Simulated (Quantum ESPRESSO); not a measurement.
# SrCo2As2: energy over the lowest against total spin moment, fitted and tested on a withheld row

System: SrCo2As2, 1 Sr, 2 Co and 2 As in the cell, space group I4/mmm. Cell as run: a = 6.379, b = 6.379, c = 6.379 Å, angles 143.6, 143.6, 52.4°, 5 atoms. From the study “E(M) of SrCo2As2”.

Method: LDA; plane waves with GBRV 1.5 LDA potentials (Quantum ESPRESSO 7.5). Settings shared by all rows: cutoff 544.23 eV, 10×10×10 k-mesh, fermi-dirac occupations, smearing width 0.05 eV. All runs start parallel; opposed orders may lie lower.

The table, with one value held back:

```tsv
total spin moment (μB a cell)	energy over the lowest (meV a cell)
0	?
0.228	26.4
0.457	18.6
0.685	9.3
0.914	2.0
1.0838	0.0
1.142	0.3
1.37	7.5
1.599	27.5
1.827	61.3
2.055	107.2
2.284	163.5
```

Fit the rows given and predict the energy over the lowest at total spin moment = 0 μB a cell.

**Law.** Time reversal makes the energy at fixed moment even in the moment, so it is expanded as a Landau series in M². In symbols, E = c0 + c2 M² + c4 M⁴ + c6 M⁶, with energy over the lowest in meV a cell.

**Fit.** Least squares on 11 rows gives c0 = 28.004, c2 = -48.909, c4 = 23.429 and c6 = -1.7419.

```tsv
total spin moment (μB a cell)	computed	fit	computed − fit
0.228	26.4	25.52	0.88
0.457	18.6	18.80	-0.20
0.685	9.3	10.03	-0.73
0.914	2.0	2.48	-0.48
1.0838	0.0	0.06	-0.06
1.142	0.3	0.20	0.10
1.37	7.5	7.22	0.28
1.599	27.5	27.00	0.50
1.827	61.3	61.01	0.29
2.055	107.2	108.10	-0.90
2.284	163.5	163.16	0.34
```

The fit has a minimum at M = 1.1 μB a cell. 

**Prediction.** At total spin moment = 0 μB a cell the law predicts 28.00 meV a cell. The computed value is 29.4 meV a cell, 1.40 above the prediction. The row lies beyond the fitted rows, so this is an extrapolation. The miss is 2.7 times the rms residual of the fit, 0.52.

[Logs and program files are shortened in this print: banners, set-up blocks, solver, clock and traceback lines can be left out without a mark of their own.]

[Logs are printed without paths, hosts, clocks, repeated set-up lines and the standing remarks that a program may print on its own settings, such as how far it seeks lower states.]

[Hosts, paths, dates, database ids (printed as entryN), source tags and the programs' standing remarks are cut or masked in the printed files.]

[Where a cell is said to come from a database of computed structures, the database is the Materials Project.]
